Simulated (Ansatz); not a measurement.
# Ge (Fd-3m, 2 atoms in the cell): modes against uniaxial strain along [110], part 2 of 2

Wanted: the shifts of the zone-centre modes of Ge (Fd-3m, 2 atoms in the cell) with strain.

Ansatz 0.2.0; DFT PBEsol, scalar-relativistic, plane waves, PAW; PAW set soft_1.

So far. Step 3 (Tight relaxation): The largest force component left is 0.070 meV/Å and the pressure is -0.001 GPa, within the tolerances set. The cell now holds 22.85 Å³/atom.

### 4. Modes at rest

Phonons follow from the second derivative of the energy, found here by linear response.

The modes at rest are the reference of the series.

File input.yaml:

```yaml
crystal:
  lattice:
    - [0.0, 2.8377721981, 2.8377721981]
    - [2.8377721981, 0.0, 2.8377721981]
    - [2.8377721981, 2.8377721981, 0.0]
  atoms:
    - { symbol: Ge, position: [0.4999723089, 0.4999723089, 0.4999723089] }
    - { symbol: Ge, position: [0.7500276911, 0.7500276911, 0.7500276911] }
kpoints:
  mp_grid: { grid: [12, 12, 12], shift: [0.5, 0.5, 0.5] }
hamiltonian:
  xc: pbesol
  pseudopotentials: { kind: paw, azcp: { folder: soft_1 }, xc_functional: pbe }
scf:
  occupations: { method: gaussian, width: 0.015 }
output:
  eigenvalues: true
phonons:
  method: dfpt
```

Command:

```console
$ ansatz run input.yaml --threads 4 --pin off --max-ram 10240MiB --backend cpu --events-out ev --progress --plain --runs-dir out
```

Numbers of over 12 decimals in the logs are rounded to 6 here.

The log of the run:

```text
[...]
Crystal: 2 atoms, lattice volume = 45.705 Å³
Basis set: ecut = 420 eV, 893 PW (Γ), exchange–correlation on 64×64×64 points (8 copies of the dense FFT grid, shifted against one another)
Bands: 18, of which v1, the nominal top of the filled ones, is band 14 counted from 1 (13 counted from 0)
Symmetry: 12 space group operations
k-points: 468 of 1728 (irreducible under 2 space group operations, time reversal used)
[...]
SCF iter   1: F=—  HF=-8507.076819 eV  |F-HF|=—  |Δ(HF+E_count)|=         —  Δρ=3.48e-2  dr2=4.41e-1  ethr=3.10e-3  ⟨swp⟩=6.0  Hψ=38759  notcnv=0
[...]
SCF iter   9: F=-8507.007654 eV  HF=-8507.007654 eV  |F-HF|=9.09e-12  |Δ(HF+E_count)|=  6.28e-10  Δρ=1.15e-7  dr2=3.71e-12  ethr=1.00e-12  ⟨swp⟩=4.0  Hψ=44764  notcnv=0
SCF 1 converged in 9 iterations: F = -8507.007654 eV  dr2 = 3.71e-12
[...]
DFPT response loops at Γ: preconditioner auto → none (the input reference at scf.mixing.eps_inf says where Resta's filter doesn't serve); β = 0.50; Broyden in place of MSR1
SCF converged after 9 iterations
Free energy (F): -8507.007654 eV
[...]
Internal energy: -8507.007654 eV  (E = F + TS)
E sigma→0 (E₀):  -8507.007654 eV
Fermi energy:    8.314065 eV
[...]
--- Band table (eV; the first three rows and the last of 468) ---
  k-point 0: bands = [... 10 lower, -4.4144, 7.5007, 8.2394, 8.2394, 8.8322, 10.8688, 10.8688, 10.8858]
  k-point 1: bands = [... 10 lower, -4.3022, 6.3402, 7.7662, 8.1649, 9.3958, 10.9875, 11.0618, 11.5923]
  k-point 2: bands = [... 10 lower, -4.0259, 4.7997, 7.3262, 7.8472, 9.3314, 11.4045, 11.6523, 12.6962]
  k-point 467: bands = [... 10 lower, -2.3509, 0.7193, 6.6412, 6.8463, 8.6391, 11.9204, 12.0720, 15.3489]
--- Phonons (Γ-DFPT): 1 representative perturbation + reference, on 468 of 1728 k-points (Σ response iterations 3) ---
  k mesh reduced under 2 symmetry operations, with k and −k counted as one. Each operation leaves every solved perturbation unchanged. A smaller set is not used because it would not reduce the number of displacements times k-points to solve
  ASR residual: 3.033e-5 → 0.000e0 eV/Å²; symmetrization residual: 3.649e-12 eV/Å²
  ASR residual per site (eV/Å²): 3.03e-5 3.03e-5
  Γ frequencies (cm⁻¹): 0.00 0.00 0.00 288.59 288.59 288.65
  non-analytic LO–TO correction: not included (Born effective charges unavailable; polar crystals: no LO–TO splitting at Γ)
```

Elapsed: 16 s, on 4 threads of Arm Neoverse V2, shared host; peak memory 1.3 GiB; 58 s of CPU time.

Numbers from this step:

- sum-rule residual before enforcement: 3.03e-5 eV/Å²
- highest optical mode at the zone centre (no LO-TO term): 288.6 cm⁻¹
- lowest optical zone-centre mode: 288.6 cm⁻¹

Patterns of degenerate modes are one choice out of their space. Modes at Γ:

```
mode  frequency (cm⁻¹)
   1               0.0
   2               0.0
   3               0.0
   4             288.6
   5             288.6
   6             288.6
```

Displacements in mode 6 (288.6 cm⁻¹), the largest set to 1:
```
Ge1 -1.00 -1.00 -1.00
Ge2  1.00  1.00  1.00
```

Before it was imposed, the acoustic sum rule was missed by 3.0e-5 eV/Å². Small misses are needed for a sound result but don't prove that mesh and cutoff are converged. The lowest optical mode is real, 289 cm⁻¹.

### 5. Relaxation of a member: uniaxial strain of -2 % along [110]

The cell takes a uniaxial strain of -2 % along [110]. The strained length and the angles are held, while the rest of the cell and the atoms relax.

input.yaml, the sections that differ from step 4:

```yaml
crystal:
  lattice:
    - [-0.0286637273, 2.8096804814, 2.8484245899]
    - [2.8096804814, -0.0286637273, 2.8484245899]
    - [2.7810167541, 2.7810167541, 0.0]
  atoms:
    - { symbol: Ge, position: [0.4993092259, 0.4993092259, 0.5006396827] }
    - { symbol: Ge, position: [0.7506907741, 0.7506907741, 0.7493603173] }
  conventional_axes: [[0, 0, 1], [1, -1, 0], [1, 1, -1]]
output:
  forces: true
  stress: true
  eigenvalues: true
relax:
  adjacent_minimum: "off"
  f_tol: 0.001
  max_steps: 60
  cell: { stress_tol: 0.01, fix: [a, angles] }
# kpoints, hamiltonian, scf: as in step 4
# phonons: removed
```

The log of the run:

```text
[...]
Crystal: 2 atoms, lattice volume = 44.968 Å³
Basis set: ecut = 420 eV, 889 PW (Γ), exchange–correlation on 54×54×54 points (8 copies of the dense FFT grid, shifted against one another)
Bands: 18, of which v1, the nominal top of the filled ones, is band 14 counted from 1 (13 counted from 0)
Symmetry: 4 space group operations
[...]
k-points: 468 of 1728
[...]
k-point 467: bands = [... 10 lower, -2.1455, 0.8513, 6.1999, 6.8521, 9.2218, 11.9913, 12.3576, 15.7171]
--- Relaxed structure (3 steps of the walk, 3 accepted, 1 SCFs on fresh bases) ---
[...]
cell:  # Å, volume = 45.1439 Å³
    - [-0.029045, 2.810061, 2.858800]
    - [2.810061, -0.029045, 2.858800]
    - [2.7810167541, 2.7810167541, 0.0]
  atoms:
    - { symbol: Ge, position: [0.498627, 0.498627, 0.501327] }
    - { symbol: Ge, position: [0.751373, 0.751373, 0.748673] }
[key lines of the parts left out:]
SCF converged after 5 iterations
Free energy (F): -8507.000355 eV
Fermi energy:    8.436374 eV
P = ⅓ Tr σ = 0.8664 GPa (8.664 kbar)
```

Wall time 15 s (4 threads); peak memory 0.61 GiB; 60 s of CPU time.

Step by step:

```
step  energy less that of the first step (eV)  largest force component (eV/Å)  pressure (GPa)  volume (Å³)
   1                                   0.0000                          0.0908            1.16        44.97
   2                                  -0.0006                          0.0038            0.88        45.13
   3                                  -0.0006                          0.0008            0.87        45.14
  4*                                  -0.0006                          0.0008            0.87        45.14
```

Relaxation steps marked * repeat the geometry before them on a plane-wave basis chosen anew for their cell, so energy and pressure can jump there.

The run keeps the 4 symmetry operations that it works with, so distortions that break them were not tested.

```
conventional cell, symmetrised  before  after  change
                         a (Å)   3.933  3.933  -0.0 %
                         b (Å)   4.014  4.015  +0.0 %
                         c (Å)   5.697  5.718  +0.4 %
              volume (Å³/atom)   22.48  22.57  +0.4 %
```

The relaxed structure:

```
Ge
1.0
    -0.02904    2.81006    2.85880
     2.81006   -0.02904    2.85880
     2.78102    2.78102    0.00000
Ge
2
Direct
  0.49863 0.49863 0.50133
  0.75137 0.75137 0.74867
```

Numbers from this step:

* pressure: 0.8664 GPa
* volume per atom: 22.57 Å³
* gap on the k-mesh: 0.09028 eV

The largest force component left is 0.84 meV/Å.

### 6. Modes of this member: uniaxial strain of -2 % along [110]

The zone-centre modes follow for uniaxial strain of -2 % along [110].

input.yaml, the sections that differ from step 5:

```yaml
crystal:
  lattice:
    - [-0.0290446383, 2.8100613924, 2.8587997195]
    - [2.8100613924, -0.0290446383, 2.8587997195]
    - [2.7810167541, 2.7810167541, 0.0]
  atoms:
    - { symbol: Ge, position: [0.4986266438, 0.4986266438, 0.5013272723] }
    - { symbol: Ge, position: [0.7513733562, 0.7513733562, 0.7486727277] }
output:
  eigenvalues: true
phonons:
  method: dfpt
# kpoints, hamiltonian, scf: as in step 5
# relax: removed
```

The log of the run:

```text
[...]
Crystal: 2 atoms, lattice volume = 45.144 Å³
Basis set: ecut = 420 eV, 897 PW (Γ), exchange–correlation on 64×64×64 points (8 copies of the dense FFT grid, shifted against one another)
Bands: 18, of which v1, the nominal top of the filled ones, is band 14 counted from 1 (13 counted from 0)
Symmetry: 4 space group operations
k-points: 864 of 1728 (irreducible under 1 space group operation, time reversal used)
[...]
SCF iter   1: F=—  HF=-8507.071648 eV  |F-HF|=—  |Δ(HF+E_count)|=         —  Δρ=3.54e-2  dr2=4.50e-1  ethr=3.10e-3  ⟨swp⟩=6.0  Hψ=72144  notcnv=0
[...]
SCF iter   9: F=-8507.000355 eV  HF=-8507.000355 eV  |F-HF|=1.82e-12  |Δ(HF+E_count)|=  6.91e-11  Δρ=1.96e-8  dr2=1.05e-13  ethr=1.00e-12  ⟨swp⟩=5.9  Hψ=61483  notcnv=0
SCF 1 converged in 9 iterations: F = -8507.000355 eV  dr2 = 1.05e-13
[...]
DFPT response loops at Γ: preconditioner auto → Resta (q_TF=auto, 2.520 Å⁻¹)  ε∞=25.8 (no band partly filled); β = 1.00, the filter's whole step (`scf.mixing.beta` (0.50) is not read by the response loops at its default; to damp them type it under 1.00, their step now; it binds the ground state too); Broyden in place of MSR1
SCF converged after 9 iterations
Free energy (F): -8507.000355 eV
[...]
Internal energy: -8507.000355 eV  (E = F + TS)
E sigma→0 (E₀):  -8507.000355 eV
Fermi energy:    8.436374 eV
[...]
--- Band table (eV; the first three rows and the last of 864) ---
  k-point 0: bands = [... 10 lower, -4.3442, 7.7436, 8.3542, 8.3912, 9.0459, 10.9124, 11.1011, 11.1543]
  k-point 1: bands = [... 10 lower, -4.2267, 6.6170, 7.8827, 8.2883, 9.5124, 11.0363, 11.1915, 11.9867]
  k-point 2: bands = [... 10 lower, -3.9400, 5.0321, 7.4505, 7.9757, 9.4149, 11.4798, 11.7463, 13.0706]
  k-point 863: bands = [... 10 lower, -2.2995, 0.8140, 6.8369, 7.0450, 8.9296, 12.1583, 12.2869, 15.6000]
--- Phonons (Γ-DFPT): 2 representative perturbations + reference, on 864 of 1728 k-points (Σ response iterations 6) ---
  k mesh reduced under 1 symmetry operation, with k and −k counted as one. Each operation leaves every solved perturbation unchanged. A smaller set is not used because it would not reduce the number of displacements times k-points to solve
  ASR residual: 1.102e-5 → 0.000e0 eV/Å²; symmetrization residual: 3.586e-6 eV/Å²
  ASR residual per site (eV/Å²): 1.10e-5 1.10e-5
  Γ frequencies (cm⁻¹): 0.00 0.00 0.00 289.26 292.96 294.37
[...]
```

Run time: 41 s. Hardware: 4 threads; peak memory 2.2 GiB; 2.5 min of CPU time.

This step gave:

- sum-rule residual before enforcement: 1.10e-5 eV/Å²
- highest optical mode at the zone centre (no LO-TO term): 294.4 cm⁻¹
- lowest optical zone-centre mode: 289.3 cm⁻¹

Patterns of degenerate modes are one choice out of their space. Modes at Γ:

| mode | frequency (cm⁻¹) |
| --- | --- |
| 1 | 0.0 |
| 2 | 0.0 |
| 3 | 0.0 |
| 4 | 289.3 |
| 5 | 293.0 |
| 6 | 294.4 |

The lowest optical mode is real, 289 cm⁻¹, and the highest lies at 294.4 cm⁻¹.

### 7. Relaxation of a member: uniaxial strain of +3 % along [110]

The cell takes a uniaxial strain of +3 % along [110]. The strained length and the angles are held, while the rest of the cell and the atoms relax.

input.yaml, the sections that differ from step 6:

```yaml
crystal:
  lattice:
    - [0.042813608, 2.8800917561, 2.8160479776]
    - [2.8800917561, 0.042813608, 2.8160479776]
    - [2.9229053641, 2.9229053641, 0.0]
  atoms:
    - { symbol: Ge, position: [0.501268342, 0.501268342, 0.4986625856] }
    - { symbol: Ge, position: [0.748731658, 0.748731658, 0.7513374144] }
  conventional_axes: [[0, 0, 1], [1, -1, 0], [1, 1, -1]]
output:
  forces: true
  stress: true
  eigenvalues: true
relax:
  adjacent_minimum: "off"
  f_tol: 0.001
  max_steps: 60
  cell: { stress_tol: 0.01, fix: [a, angles] }
# kpoints, hamiltonian, scf: as in step 6
# phonons: removed
```

The log of the run:

```text
[...]
Crystal: 2 atoms, lattice volume = 46.708 Å³
Basis set: ecut = 420 eV, 917 PW (Γ), exchange–correlation on 54×54×60 points (8 copies of the dense FFT grid, shifted against one another)
Bands: 18, of which v1, the nominal top of the filled ones, is band 14 counted from 1 (13 counted from 0)
Symmetry: 4 space group operations
[...]
k-points: 468 of 1728
[...]
k-point 467: bands = [... 10 lower, -2.4995, 0.5689, 5.9315, 6.6950, 8.9976, 11.6658, 12.0806, 15.4072]
--- Relaxed structure (3 steps of the walk, 3 accepted, 1 SCFs on fresh bases) ---
[...]
cell:  # Å, volume = 46.5224 Å³
    - [0.042932, 2.879973, 2.805124]
    - [2.879973, 0.042932, 2.805124]
    - [2.9229053641, 2.9229053641, 0.0]
  atoms:
    - { symbol: Ge, position: [0.501911, 0.501911, 0.498013] }
    - { symbol: Ge, position: [0.748089, 0.748089, 0.751987] }
[key lines of the parts left out:]
SCF converged after 6 iterations
Free energy (F): -8506.992724 eV
Fermi energy:    8.123861 eV
P = ⅓ Tr σ = -1.1356 GPa (-11.356 kbar)
```

Wall time 16 s (4 threads); peak memory 0.63 GiB.

Step by step:

```csv
step,energy less that of the first step (eV),largest force component (eV/Å),pressure (GPa),volume (Å³)
1,0.0000,0.0722,-1.36,46.71
2,-0.0005,0.0068,-1.13,46.52
3,-0.0005,0.0006,-1.14,46.52
4*,-0.0005,0.0006,-1.14,46.52
```

Relaxation steps marked * repeat the geometry before them on a plane-wave basis chosen anew for their cell, so energy and pressure can jump there.

Forces are held to the 4 operations that the run works with; a distortion that breaks them can't arise in this run.

```
     cell as run  before  after  change
           a (Å)   4.028  4.021  -0.2 %
           b (Å)   4.028  4.021  -0.2 %
           c (Å)   4.134  4.134  +0.0 %
           α (°)   59.13  59.07  -0.1 %
           β (°)   59.13  59.07  -0.1 %
           γ (°)   59.74  59.86  +0.2 %
volume (Å³/atom)   23.35  23.26  -0.4 %
```

Final coordinates:

```cif
data_structure
_symmetry_space_group_name_H-M 'P 1'
_symmetry_Int_Tables_number 1
_cell_length_a 4.0205
_cell_length_b 4.0205
_cell_length_c 4.1336
_cell_angle_alpha 59.065
_cell_angle_beta 59.065
_cell_angle_gamma 59.862
_cell_volume 46.52
loop_
_atom_site_label
_atom_site_type_symbol
_atom_site_fract_x
_atom_site_fract_y
_atom_site_fract_z
_atom_site_occupancy
Ge1 Ge 0.50191 0.50191 0.49801 1
Ge2 Ge 0.74809 0.74809 0.75199 1
```

This step gave:

| Quantity | Value |
| --- | --- |
| pressure | -1.136 GPa |
| gap on the k-mesh | 0.1285 eV |
| volume per atom | 23.26 Å³ |

The largest force component left is 0.64 meV/Å.

### 8. Modes of this member: uniaxial strain of +3 % along [110]

The zone-centre modes follow for uniaxial strain of +3 % along [110].

input.yaml, the sections that differ from step 7:

```yaml
crystal:
  lattice:
    - [0.0429320852, 2.8799732789, 2.8051236568]
    - [2.8799732789, 0.0429320852, 2.8051236568]
    - [2.9229053641, 2.9229053641, 0.0]
  atoms:
    - { symbol: Ge, position: [0.5019114076, 0.5019114076, 0.4980133506] }
    - { symbol: Ge, position: [0.7480885924, 0.7480885924, 0.7519866494] }
output:
  eigenvalues: true
phonons:
  method: dfpt
# kpoints, hamiltonian, scf: as in step 7
# relax: removed
```

The log of the run:

```text
[...]
Crystal: 2 atoms, lattice volume = 46.522 Å³
Basis set: ecut = 420 eV, 917 PW (Γ), exchange–correlation on 64×64×64 points (8 copies of the dense FFT grid, shifted against one another)
Bands: 18, of which v1, the nominal top of the filled ones, is band 14 counted from 1 (13 counted from 0)
Symmetry: 4 space group operations
k-points: 864 of 1728 (irreducible under 1 space group operation, time reversal used)
[...]
k-point 1: bands = [... 10 lower, -4.4059, 5.9593, 7.6035, 7.9750, 9.1919, 10.8809, 10.9294, 11.0821]
  k-point 2: bands = [... 10 lower, -4.1437, 4.4838, 7.1609, 7.6543, 9.2031, 11.3066, 11.4494, 12.2189]
  k-point 863: bands = [... 10 lower, -2.4186, 0.5777, 6.2607, 6.6794, 8.1887, 11.5434, 11.8873, 15.0277]
[...]
ASR residual: 3.813e-5 → 0.000e0 eV/Å²; symmetrization residual: 1.723e-6 eV/Å²
  ASR residual per site (eV/Å²): 3.81e-5 3.81e-5
  Γ frequencies (cm⁻¹): 0.00 0.00 0.00 278.03 281.94 287.32
[...]
[key lines of the parts left out:]
SCF converged after 9 iterations
Free energy (F): -8506.992724 eV
Fermi energy:    8.123861 eV
```

The job ended after 41 s (4 threads; peak memory 2.2 GiB).

This step gave:

- sum-rule residual before enforcement: 3.81e-5 eV/Å²
- highest optical mode at the zone centre (no LO-TO term): 287.3 cm⁻¹
- lowest optical zone-centre mode: 278.0 cm⁻¹

Patterns of degenerate modes are one choice out of their space. Modes at Γ:

| mode | frequency (cm⁻¹) |
| --- | --- |
| 1 | 0.0 |
| 2 | 0.0 |
| 3 | 0.0 |
| 4 | 278.0 |
| 5 | 281.9 |
| 6 | 287.3 |

The lowest optical mode is real, 278 cm⁻¹, and the highest lies at 287.3 cm⁻¹.

### 9. The series together

The members are set side by side, also those not shown above.

Stress is positive in compression; energies are extrapolated to zero smearing, and E0 is that at rest; members with a gap under 0.05 eV are left out; the edges not held and the atoms are relaxed in each cell; all runs use 12×12×12 k points and Gaussian smearing of 0.015 eV. State of the crystal along the series:

```
strain (%)  stress along the axis (GPa)  free strain along [-110] (%)  free strain along [001] (%)  E - E0 (meV/atom)
        -2                        2.602                         0.047                        0.741              3.649
        -1                        1.261                       0.02016                       0.3754             0.8861
         0                    -0.009176                             0                            0                  0
         1                       -1.209                     -0.003392                      -0.3871             0.8742
         2                       -2.341                      -0.01741                      -0.7655              3.399
         3                       -3.406                      -0.02576                       -1.151              7.465
```

Optical modes are counted from below at rest and tracked from member to member by their patterns, and modes that stay within 0.3 cm⁻¹ of each other stand once; labels, where given, are those at rest; members with a gap under 0.05 eV are left out; the edges not held and the atoms are relaxed in each cell; all runs use 12×12×12 k points and Gaussian smearing of 0.015 eV. Optical modes along the series:

| strain (%) | optical mode 1, moving along [110] (cm⁻¹) | optical mode 2, moving along [001] (cm⁻¹) | optical mode 3, moving along [-110] (cm⁻¹) |
| --- | --- | --- | --- |
| -2 | 294.4 | 293 | 289.3 |
| -1 | 291.6 | 290.8 | 288.9 |
| 0 | 288.6 | 288.6 | 288.6 |
| 1 | 285.3 | 286.4 | 288.2 |
| 2 | 281.8 | 284.2 | 287.8 |
| 3 | 278 | 281.9 | 287.3 |

Value and slope at zero strain of a cubic (a lower polynomial where under five rows exist) through the rows within 2 % of rest. Slopes at rest:

| mode | frequency (cm⁻¹) | shift per percent of strain (cm⁻¹) | shift per GPa of compressive stress (cm⁻¹) |
| --- | --- | --- | --- |
| optical mode 1, moving along [110] | 288.6 | -3.16 | 2.56 |
| optical mode 2, moving along [001] | 288.6 | -2.19 | 1.78 |
| optical mode 3, moving along [-110] | 288.6 | -0.34 | 0.27 |

### 10. Outcome

| Property | Result |
| --- | --- |
| members | 6 |
| highest optical mode at the zone centre (no LO-TO term), at rest | 288.6 cm⁻¹ |
| Young’s modulus along [110] | 123 GPa |
| optical mode 1, moving along [110], shift per percent | -3.16 cm⁻¹ |
| optical mode 2, moving along [001], shift per percent | -2.19 cm⁻¹ |
| optical mode 3, moving along [-110], shift per percent | -0.34 cm⁻¹ |

**Reading.** The stress changes by 1.23 GPa for each percent, a Young’s modulus of 123 GPa along [110]. For each percent the free edges respond with -0.01 % along [-110] and -0.38 % along [001]. The strain lowers the symmetry: the level at 288.6 cm⁻¹ splits, into 278.0, 281.9 and 287.3 cm⁻¹ at +3 %. The fastest shift in the table of slopes is -3.2 cm⁻¹ for each percent (optical mode 1, moving along [110]), or 2.6 cm⁻¹ for each GPa of compressive stress. For small strain, the measured shift of a line that Raman or infrared light can see, divided by its slope, estimates the stress, if the state of stress is of this kind. At strain (%) -4, -3 and 4 the gap on the mesh is under 0.05 eV, where mesh and smearing no longer suit, so these members are left out. These are harmonic frequencies at zero temperature: anharmonic shifts, linewidths and thermal expansion are left out. The PAW files were made for PBE; the program adapts parts of them to the functional of the run, but their partial waves stay those of PBE, an approximation that was not tested in this session. Only the zone centre was solved, so an instability at another wavevector cannot show here. The k mesh is shifted off Γ, so the gap on the mesh misses a band edge that lies there. The shift also lowers the symmetry that the program can use, which splits degenerate modes slightly; labels are left out.

[Logs are printed without paths, hosts, clocks, repeated set-up lines and the standing remarks that a program may print on its own settings, such as how far it seeks lower states.]

[Hosts, paths, dates, database ids (printed as entryN), source tags and the programs' standing remarks are cut or masked in the printed files.]
